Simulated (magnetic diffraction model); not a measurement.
## TmCuSn2O6: what an assumed order does to the neutron pattern

Space group Fm-3m (no. 225), a = 7.6870 Å.

| site | atom | x | y | z |
| --- | --- | --- | --- | --- |
| 4a | Tm | 0 | 0 | 0 |
| 8c | Sn | 1/4 | 1/4 | 3/4 |
| 4b | Cu | 1/2 | 0 | 0 |
| 24d | O | 3/4 | 0 | 3/4 |

The compound is invented for this exercise: a known structure type with other elements, its cell scaled to their sizes and not relaxed.

Only Tm is taken to order (form factors of Tm3+); orders and moment sizes are assumed, and not adapted to the symmetry. Radiation: neutrons of λ = 1.8 Å, 5° to 90°; isotropic B of 0.48 Å² (Tm), 0.63 Å² (Sn), 0.76 Å² (Cu) and 0.96 Å² (O). The intensities are simulated: I ∝ L Σ (|F_N|² + |F_M⊥|²) for unpolarised neutrons, with F_M = 2.695 fm/μB × Σ f(s) S exp(2πi Q·r) exp(−B s²) at Q = H ± k (one set where k and −k are equivalent), only the part normal to Q counting and L = 1/(sin²θ cos θ). For collinear order S is the moment m, which repeats by lattice and centring translations R with the sign exp(−2πi k·R). Form factors are spin-only for 3d ions and dipole or tabulated for f ions, scattering lengths are Sears's of 1992, and absorption is left out. A label names one of the reflections at its angle. The strongest nuclear line in the range is 100, and lines under 0.2 are left out.

Assume the order k = (0 0 0), collinear moments along [001], 5.6 μB on Tm.

Q: Where does magnetic intensity appear, and how strong is it?

```tsv
2θ (°)	index	nuclear	magnetic
23.40	(1 1 1)	0.1	24.2
27.08	(2 0 0)	8.3	13.2
38.68	(2 2 0)	24.5	12.0
45.70	(3 1 1)	0.0	16.2
47.85	(2 2 2)	59.2	4.8
55.85	(4 0 0)	94.6	2.5
61.37	(3 3 1)	0.0	7.9
63.15	(4 2 0)	6.5	7.4
70.00	(4 2 2)	17.8	5.7
74.94	(5 1 1)	0.0	6.4
82.95	(4 4 0)	100.0	1.9
87.68	(5 3 1)	0.0	6.5
89.25	(6 0 0)	4.7	3.9
```

The strongest magnetic line in the range is (1 1 1) at 23.40° (24.2). On top of the Lorentz factor, which all lines share, magnetic lines fade with angle because f falls: for Tm3+ it is 0.97, 0.87, 0.75 and 0.49 at sin θ/λ = 0.1, 0.2, 0.3 and 0.5 Å⁻¹, while nuclear lengths stay constant. The net moment is 5.60 μB a primitive cell.

[Logs are printed without paths, hosts, clocks, repeated set-up lines and the standing remarks that a program may print on its own settings, such as how far it seeks lower states.]
